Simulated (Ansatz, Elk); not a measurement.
**TiGeBi: X-ray structure factors from the self-consistent density**

Structure refinements treat a crystal as free atoms side by side. For a made-up structure of TiGeBi (cell and positions from a PBEsol relaxation) the runs below show what the calculated density changes in F(hkl).

Main program and level: Elk 11.2.3 (patched build); DFT, PBE, all-electron APW+lo, Dirac cores, scalar-relativistic bands, static density, no spin.

The structure was built from a prototype and need not be the compound's stable phase.

**1. Set-up**

It takes space group P4/nmm (No. 129, tetragonal). Conventional cell: a = 3.767 Å, b = 3.767 Å, c = 8.265 Å, α = 90.00°, β = 90.00°, γ = 90.00°. Nearest to Bi lie 5 Ti at 2.90 to 3.18 Å. Nearest to Ge lie 4 Ge at 2.66 Å and 4 Ti at 2.73 Å. Nearest to Ti lie 4 Ge at 2.73 Å and 5 Bi at 2.90 to 3.18 Å. Farther neighbours are not listed.

**2. Ground state and structure factors**

An all-electron density is needed, since X-rays see the cores too. Task 0 finds the density and task 195 Fourier-transforms it; tshift is off so that phases refer to the origin typed.

elk.in reads:

```
tasks
  0
  195

xctype
  20

spinpol
  .false.

rgkmax
  7.0

gmaxvr
  14.0

lmaxo
  7

lmaxapw
  8

swidth
  0.002

tshift
  .false.

ramdisk
  .false.

hmaxvr
  5.5

maxscl
  120

epspot
  1e-06

sppath
  './'

avec
  7.11885262430 -0.00000000000 0.00000000000
  -0.00000000000 7.11885262430 0.00000000000
  0.00000000000 0.00000000000 15.61790364455

atoms
  3
  'Bi.in'
  2
  -0.0000000000 0.5000000000 0.3767557575   0.000000 0.000000 0.000000
  0.5000000000 0.0000000000 0.6232442425   0.000000 0.000000 0.000000
  'Ge.in'
  2
  0.5000000000 0.5000000000 -0.0000000000   0.000000 0.000000 0.000000
  -0.0000000000 -0.0000000000 -0.0000000000   0.000000 0.000000 0.000000
  'Ti.in'
  2
  -0.0000000000 0.5000000000 0.7612236580   0.000000 0.000000 0.000000
  0.5000000000 -0.0000000000 0.2387763420   0.000000 0.000000 0.000000

ngridk
  6 6 3
```

The run is started by

```
$ OMP_NUM_THREADS=4 elk
```

Numbers of over 12 decimals in the logs are rounded to 6 here.

The program printed:

```text
┌─────────────────────────┐
│ Elk code version 11.2.3 │
└─────────────────────────┘

All units are atomic (Hartree, Bohr, etc.)

┌─────────────────────────────────────────────────┐
│ Ground-state run starting from atomic densities │
└─────────────────────────────────────────────────┘

Lattice vectors :
   7.118852624      -0.000000000       0.000000000
  -0.000000000       7.118852624       0.000000000
   0.000000000       0.000000000       15.61790364

Reciprocal lattice vectors :
  0.8826120779       0.000000000      -0.000000000
   0.000000000      0.8826120779      -0.000000000
  -0.000000000      -0.000000000      0.4023065739

Unit cell volume      :    791.4850999
Brillouin zone volume :   0.3133984625

Muffin-tin inner radius fraction :   0.1000000000E-01

Nuclei treated as point charges

Species : 1 (Bi)
 parameters loaded from : Bi.in
 name : bismuth
 nuclear charge    :   -83.00000000
 electronic charge :    83.00000000
 atomic mass :    380947.9285
 muffin-tin radius :    2.800000000
 number of radial points in muffin-tin :   1393
 inner part over the whole radius :   0.9976520004E-02
 number on inner part of muffin-tin    :   1001
 approximate nuclear radius :   0.1052171418E-03
 number of mesh points to nuclear radius :    526
 atomic positions (lattice), magnetic fields (Cartesian) :
  1 :   0.00000000  0.50000000  0.37675576    0.00000000  0.00000000  0.00000000
  2 :   0.50000000  0.00000000 -0.37675576    0.00000000  0.00000000  0.00000000

Species : 2 (Ge)
 parameters loaded from : Ge.in
 name : germanium
 nuclear charge    :   -32.00000000
 electronic charge :    32.00000000
 atomic mass :    132414.6196
 muffin-tin radius :    2.400000000
 number of radial points in muffin-tin :    993
 inner part over the whole radius :   0.9906635991E-02
 number on inner part of muffin-tin    :    702
 approximate nuclear radius :   0.7637961215E-04
 number of mesh points to nuclear radius :    340
 atomic positions (lattice), magnetic fields (Cartesian) :
  1 :   0.50000000  0.50000000  0.00000000    0.00000000  0.00000000  0.00000000
  2 :   0.00000000  0.00000000  0.00000000    0.00000000  0.00000000  0.00000000

Species : 3 (Ti)
 parameters loaded from : Ti.in
 name : titanium
 nuclear charge    :   -22.00000000
 electronic charge :    22.00000000
 atomic mass :    87256.20317
 muffin-tin radius :    2.400000000
 number of radial points in muffin-tin :    993
 inner part over the whole radius :   0.9985722337E-02
 number on inner part of muffin-tin    :    699
 approximate nuclear radius :   0.6805665174E-04
 number of mesh points to nuclear radius :    325
 atomic positions (lattice), magnetic fields (Cartesian) :
  1 :   0.00000000  0.50000000 -0.23877634    0.00000000  0.00000000  0.00000000
  2 :   0.50000000  0.00000000  0.23877634    0.00000000  0.00000000  0.00000000

Total number of atoms per unit cell :    6
Total muffin-tin volume :    415.5279883
 ratio of muffin-tin to unit cell volume :   0.5249978658

Spin treatment :
 spin-unpolarised

Number of Bravais lattice symmetries :   16
Number of crystal symmetries         :   16
Crystal has no inversion symmetry
Complex Hermitian eigensolver will be used

k-point grid :      6     6     3
k-point offset :    0.000000000       0.000000000       0.000000000
k-point set is reduced with full crystal symmetry group
Total number of k-points :       20

Muffin-tin radius times maximum |G+k| :    7.000000000
 using average radius
Maximum |G+k| for APW functions       :    2.763157895
Maximum (1/2)|G+k|²                   :    3.817520776
Maximum |G| for potential and density :    14.00000000
Constant for pseudocharge density :   10
 order of it for each species :   17  17  17
 order of it for pair densities of each species (exact exchange by exxq0 0: 18) :   12   8   8
Radial integration step length :    1

G-vector grid sizes :     32    32    70
Number of G-vectors :    36621

Maximum angular momentum used for
 APW functions            :    8
[...]
electron entropic           :    -0.12458916033070E-02
 total energy                :     -49070.961565044

Density of states at Fermi energy :    91.93825085
 (states/Hartree/unit cell)

Estimated indirect band gap :   0.3464480635E-02
 from k-point 5 to k-point 14
Estimated direct band gap   :   0.5491893832E-02
 at k-point 5

Charges :
 core                        :    192.0000000
 valence                     :    82.00000000
 interstitial                :    9.299187910
 muffin-tins (core leakage)
  species : 1 (Bi)
[...]
species : 2 (Ge)
[...]
species : 3 (Ti)
[...]
total in muffin-tins        :    264.7008121
 total calculated charge     :    273.9976103
 total charge                :    274.0000000
 error                       :   0.2389682411E-02

RMS change in Kohn-Sham potential (target) :   0.2271453892     (  0.1000000000E-05)
Absolute change in total energy (target)   :   0.5190257623     (  0.1000000000E-03)

[... loops 3 to 16 left out ...]

┌──────────────────┐
│ Loop number : 17 │
└──────────────────┘

Energies :
 Fermi                       :     0.314709
 sum of occupied eigenvalues :     -30138.474969065
 electron kinetic            :      56503.843820521
 core electron kinetic       :      55754.897461186
 Coulomb                     :     -104531.19607235
 Coulomb potential           :     -85281.324543170
 nuclear-nuclear             :     -4081.7906722356
 electron-nuclear            :     -115700.51293729
 Hartree                     :      15251.107537175
 Madelung                    :     -61890.533800761
 xc potential                :     -1360.9942464150
 exchange                    :     -1026.2604445321
 correlation                 :     -15.363070197745
 electron entropic           :    -0.94232529995233E-03
 total energy                :     -49068.976708881

Density of states at Fermi energy :    66.45750458
 (states/Hartree/unit cell)

Estimated indirect band gap :   0.2191751128E-02
 from k-point 13 to k-point 2
Estimated direct band gap   :   0.8439156847E-02
 at k-point 5

Charges :
 core                        :    192.0000000
 valence                     :    82.00000000
 interstitial                :    9.098179846
 muffin-tins (core leakage)
  species : 1 (Bi)
[...]
species : 2 (Ge)
[...]
species : 3 (Ti)
[...]
total in muffin-tins        :    264.9018202
 total calculated charge     :    273.9976868
 total charge                :    274.0000000
 error                       :   0.2313191023E-02

RMS change in Kohn-Sham potential (target) :   0.9509633341E-07 (  0.1000000000E-05)
Absolute change in total energy (target)   :   0.7856863522E-04 (  0.1000000000E-03)

Convergence targets achieved

┌──────────────────┐
│ Loop number : 18 │
└──────────────────┘

Energies :
 Fermi                       :     0.314709
 sum of occupied eigenvalues :     -30138.474966603
 electron kinetic            :      56503.843813620
 core electron kinetic       :      55754.897456731
 Coulomb                     :     -104531.19607131
 Coulomb potential           :     -85281.324547225
 nuclear-nuclear             :     -4081.7906722356
 electron-nuclear            :     -115700.51293103
 Hartree                     :      15251.107531959
 Madelung                    :     -61890.533797698
 xc potential                :     -1360.9942329980
 exchange                    :     -1026.2604445418
 correlation                 :     -15.363070195120
 electron entropic           :    -0.94232540810305E-03
 total energy                :     -49068.976714753

Density of states at Fermi energy :    66.45751416
 (states/Hartree/unit cell)

Estimated indirect band gap :   0.2191752143E-02
 from k-point 13 to k-point 2
Estimated direct band gap   :   0.8439153363E-02
 at k-point 5

Charges :
 core                        :    192.0000000
 valence                     :    82.00000000
 interstitial                :    9.098179794
 muffin-tins (core leakage)
  species : 1 (Bi)
[...]
species : 2 (Ge)
[...]
atom 2                    :    30.63877919     (  0.3391936408E-03)
  species : 3 (Ti)
   atom 1                    :    20.35560266     ( -0.2204248801E-06)
   atom 2                    :    20.35560266     ( -0.2204248801E-06)
 total in muffin-tins        :    264.9018202
 total calculated charge     :    273.9976868
 total charge                :    274.0000000
 error                       :   0.2313191014E-02

┌──────────────────────────────┐
│ Self-consistent loop stopped │
└──────────────────────────────┘

Warning : core states of species 1 leak from the muffin-tin :   0.6908209209E-03

Warning : core states of species 2 leak from the muffin-tin :   0.3391936408E-03

Wrote STATE.OUT
```

The job ended after 80 s (4 threads of Arm Neoverse N1, shared host; peak memory 0.25 GiB).

SFACRHO.OUT:

```text

h k l indices transformed by vhmat matrix:
   1.000000000       0.000000000       0.000000000    
   0.000000000       1.000000000       0.000000000    
   0.000000000       0.000000000       1.000000000    

      h      k      l  multipl.   |H|            Re(F)            Im(F)           |F|

      0      0      0      1   0.0000000       274.00000      0.52399969E-17   274.00000    
      0      0     -1      2  0.40230657      -50.931185      -0.0000000       50.931185    
      0      0      2      2  0.80461315       23.681205      0.34325195E-15   23.681205    
      0      1      0      4  0.88261208       0.0000000      0.14672506E-13  0.14672506E-13
      0      1     -1      4  0.96997663      0.15446338E-14   68.762647       68.762647    
     -1      0     -1      4  0.96997663      0.15446338E-14  -68.762647       68.762647    
      1      0     -2      4   1.1943226      0.10984062E-13   148.40639       148.40639    
      1      0      2      4   1.1943226      0.54920311E-14  -148.40639       148.40639    
      0      0      3      2   1.2069197       143.48998      -0.0000000       143.48998    
      1     -1      0      4   1.2482020      -122.83097      0.41971635E-14   122.83097    
     -1     -1      1      8   1.3114338       149.68272      0.43936249E-13   149.68272    
     -1      1     -2      8   1.4850624       76.345785     -0.37757714E-14   76.345785    
      0     -1     -3      4   1.4952121     -0.57666327E-13   128.99854       128.99854    
      0      1      3      4   1.4952121     -0.57666327E-13  -128.99854       128.99854    
      0      0     -4      2   1.6092263      -57.575125      -0.0000000       57.575125    
     -1      1      3      8   1.7362786      -36.716794     -0.27460156E-14   36.716794    
      0     -2      0      4   1.7652242       204.26040      0.25195697E-13   204.26040    
      0     -2     -1      4   1.8104880      -44.302082     -0.32952187E-13   44.302082
```

Elk indexes on the primitive cell of elk.in and gives |H| = 4π sin θ/λ in inverse bohr. Below, one row stands for each form hkl of the conventional cell (m members, Friedel mates merged), F is for one primitive cell and the density is static (no thermal factor). Free-atom factors are Waasmaier and Kirfel's, and R is Σm||F|−|F'||/Σm|F|.

| hkl | m | sin θ/λ (Å⁻¹) | abs F, DFT | neutral atoms | diff. | abs of complex diff. |
| --- | --- | --- | --- | --- | --- | --- |
| 001 | 2 | 0.060 | 50.931 | 51.113 | -0.182 | 0.182 |
| 002 | 2 | 0.121 | 23.681 | 23.852 | -0.170 | 0.170 |
| 100 | 4 | 0.133 | 0.000 | 0.000 | +0.000 | 0.000 |
| 101 | 8 | 0.146 | 68.763 | 69.021 | -0.258 | 0.258 |
| 102 | 8 | 0.180 | 148.406 | 148.432 | -0.026 | 0.026 |
| 003 | 2 | 0.181 | 143.490 | 143.554 | -0.064 | 0.064 |
| 110 | 4 | 0.188 | 122.831 | 123.254 | -0.423 | 0.423 |
| 111 | 8 | 0.197 | 149.683 | 149.751 | -0.068 | 0.068 |
| 112 | 8 | 0.223 | 76.346 | 76.815 | -0.469 | 0.469 |
| 103 | 8 | 0.225 | 128.999 | 129.495 | -0.496 | 0.496 |
| 004 | 2 | 0.242 | 57.575 | 56.955 | +0.620 | 0.620 |
| 113 | 8 | 0.261 | 36.717 | 36.457 | +0.260 | 0.260 |
| 200 | 4 | 0.266 | 204.260 | 204.859 | -0.599 | 0.599 |
| 201 | 8 | 0.272 | 44.302 | 44.123 | +0.179 | 0.179 |
| 104 | 8 | 0.276 | 1.950 | 2.041 | -0.091 | 0.091 |
| 202 | 8 | 0.292 | 20.865 | 21.054 | -0.189 | 0.189 |
| 210 | 8 | 0.297 | 0.000 | 0.000 | +0.000 | 0.000 |
| 005 | 2 | 0.302 | 145.369 | 145.948 | -0.579 | 0.579 |
| 211 | 16 | 0.303 | 60.845 | 60.822 | +0.023 | 0.023 |
| 114 | 8 | 0.306 | 142.390 | 142.666 | -0.276 | 0.276 |
| 212 | 16 | 0.321 | 125.316 | 125.406 | -0.090 | 0.090 |
| 203 | 8 | 0.322 | 120.483 | 120.781 | -0.298 | 0.298 |

**3. The highest occupied states alone**

An energy window below the Fermi level keeps the highest occupied states, to see at which angles they scatter; shallow core shells can lie inside it and anion s states outside. No new self-consistency is needed.

Changes to elk.in since step 2:

```diff
@@ -1,3 +1,2 @@
 tasks
-  0
   195
@@ -40,2 +39,5 @@
 
+wsfac
+  -0.052780 0.614710
+
 sppath
```

The run is started by

```
$ OMP_NUM_THREADS=4 elk
```

The program printed:

```text
┌─────────────────────────────────┐
│ Elk code version 11.2.3 started │
└─────────────────────────────────┘

Info(readinput): the functional depends on the density's gradient
 muffin-tin radial points multiplied by    2.00000
 (not where nrmtscf is given)

┌────────────────────┐
│ Current task : 195 │
└────────────────────┘

Info(sfacrho): density structure factors written to SFACRHO.OUT

 Energy window :  -0.5278000000E-01  0.6147100000

┌──────────────────┐
│ Elk code stopped │
└──────────────────┘
```

Run time: 29 s. Hardware: 4 threads; peak memory 0.16 GiB; 33 s of CPU time.

States within 10 eV below the Fermi level hold 21.61 electrons; any levels below the window count with the cores, and a count that is not whole means the window cuts a band. Their amplitudes can exceed the total, where window and core parts have opposite phase:

```csv
hkl,sin θ/λ (Å⁻¹),"abs F, window","abs F, all"
001,0.060,2.565,50.931
002,0.121,0.461,23.681
100,0.133,0.000,0.000
101,0.146,1.979,68.763
102,0.180,1.002,148.406
003,0.181,1.163,143.490
110,0.188,0.949,122.831
111,0.197,1.078,149.683
112,0.223,1.635,76.346
103,0.225,1.070,128.999
```

**4. Another functional**

The difference from free atoms is small, so it is set against the change that PBEsol makes.

Changes to elk.in since step 3:

```diff
@@ -1,2 +1,3 @@
 tasks
+  0
   195
@@ -4,3 +5,3 @@
 xctype
-  20
+  22
 
@@ -39,5 +40,2 @@
 
-wsfac
-  -0.052780 0.614710
-
 sppath
```

The run is started by

```
$ OMP_NUM_THREADS=4 elk
```

The program printed:

```text
┌─────────────────────────┐
│ Elk code version 11.2.3 │
└─────────────────────────┘

All units are atomic (Hartree, Bohr, etc.)

┌─────────────────────────────────────────────────┐
│ Ground-state run starting from atomic densities │
└─────────────────────────────────────────────────┘

Lattice vectors :
   7.118852624      -0.000000000       0.000000000
  -0.000000000       7.118852624       0.000000000
   0.000000000       0.000000000       15.61790364

Reciprocal lattice vectors :
  0.8826120779       0.000000000      -0.000000000
[...]
species : 3 (Ti)
   atom 1                    :    20.35390550     ( -0.2204165686E-06)
   atom 2                    :    20.35390550     ( -0.2204165686E-06)
 total in muffin-tins        :    264.9010589
 total calculated charge     :    273.9976645
 total charge                :    274.0000000
 error                       :   0.2335546242E-02

┌──────────────────────────────┐
│ Self-consistent loop stopped │
└──────────────────────────────┘

Warning : core states of species 1 leak from the muffin-tin :   0.6948900803E-03

Warning : core states of species 2 leak from the muffin-tin :   0.3439826627E-03

Wrote STATE.OUT
[key lines of the parts left out:]
total energy                :     -49052.612641229
```

Run time: 77 s. Hardware: 4 threads; peak memory 0.25 GiB; 3.4 min of CPU time.

Against the first run R = 0.01 %; the largest change is -0.036 at 220.

**5. Basis size**

A smaller basis shows how fast F responds to it; the change is likely larger than the basis error of the first run, but doesn't show convergence.

Changes to elk.in since step 4:

```diff
@@ -5,3 +5,3 @@
 xctype
-  22
+  20
 
@@ -11,3 +11,3 @@
 rgkmax
-  7.0
+  5.5
```

The run is started by

```
$ OMP_NUM_THREADS=4 elk
```

The program printed:

```text
┌─────────────────────────┐
│ Elk code version 11.2.3 │
└─────────────────────────┘

All units are atomic (Hartree, Bohr, etc.)

┌─────────────────────────────────────────────────┐
│ Ground-state run starting from atomic densities │
└─────────────────────────────────────────────────┘

Lattice vectors :
   7.118852624      -0.000000000       0.000000000
  -0.000000000       7.118852624       0.000000000
   0.000000000       0.000000000       15.61790364

Reciprocal lattice vectors :
  0.8826120779       0.000000000      -0.000000000
[...]
species : 3 (Ti)
   atom 1                    :    20.28933546     ( -0.2204254717E-06)
   atom 2                    :    20.28933546     ( -0.2204254717E-06)
 total in muffin-tins        :    264.6932379
 total calculated charge     :    273.9978256
 total charge                :    274.0000000
 error                       :   0.2174443902E-02

┌──────────────────────────────┐
│ Self-consistent loop stopped │
└──────────────────────────────┘

Warning : core states of species 1 leak from the muffin-tin :   0.6936683736E-03

Warning : core states of species 2 leak from the muffin-tin :   0.3422048815E-03

Wrote STATE.OUT
[key lines of the parts left out:]
total energy                :     -49068.803987092
```

It took 67 s on 4 threads; peak memory 0.25 GiB; 2.8 min of CPU time.

Against the first run R = 0.02 %; the largest change is +0.101 at 220.

**6. Settings against the effect**

| run | R against the first run (%) | R against neutral atoms, low angle (%) | wall time |
| --- | --- | --- | --- |
| PBE, rgkmax 7 | 0.00 | 0.31 | 80 s |
| PBEsol | 0.01 | 0.32 | 77 s |
| rgkmax 5.5 | 0.02 | 0.32 | 67 s |

**7. Outcome**

```json
{"R against neutral atoms, sin θ/λ < 0.3 Å⁻¹": "0.31 %", "R against neutral atoms, 0.3 to 0.72 Å⁻¹": "0.07 %"}
```

What this shows: Independent neutral atoms miss the calculated amplitudes by R = 0.31 % below 0.3 Å⁻¹ and 0.07 % from there to 0.72 Å⁻¹; by shells, 0.40 % below 0.15 Å⁻¹ (3 forms), 0.30 % 0.15 to 0.3 (12 forms), 0.10 % 0.3 to 0.45 (29 forms), 0.06 % above 0.45 (97 forms). Bonding, aspherical density and the tables' own atoms all enter these figures, and the runs don't part them. The largest change of an amplitude is +0.62 electrons, at 004. The window's part falls from 21.6 electrons at the origin to at most 0.32 between 0.45 and 0.72 Å⁻¹. Below 0.3 Å⁻¹ the changes that finished (PBEsol and rgkmax 5.5) move F by R = 0.03 % at most, against the 0.31 % that separates it from free atoms. The k-mesh has no finished test. These runs have no spin, though d or f shells may be open. Spin-orbit coupling is left out, which can matter for elements this heavy. Part of the difference isn't bonding: the tables are fits to free atoms and ions calculated by other methods than this functional. Thermal motion, anomalous dispersion and extinction are left out.

[Logs are printed without paths, hosts, clocks, repeated set-up lines and the standing remarks that a program may print on its own settings, such as how far it seeks lower states.]

[Hosts, paths, dates, database ids (printed as entryN), source tags and the programs' standing remarks are cut or masked in the printed files.]
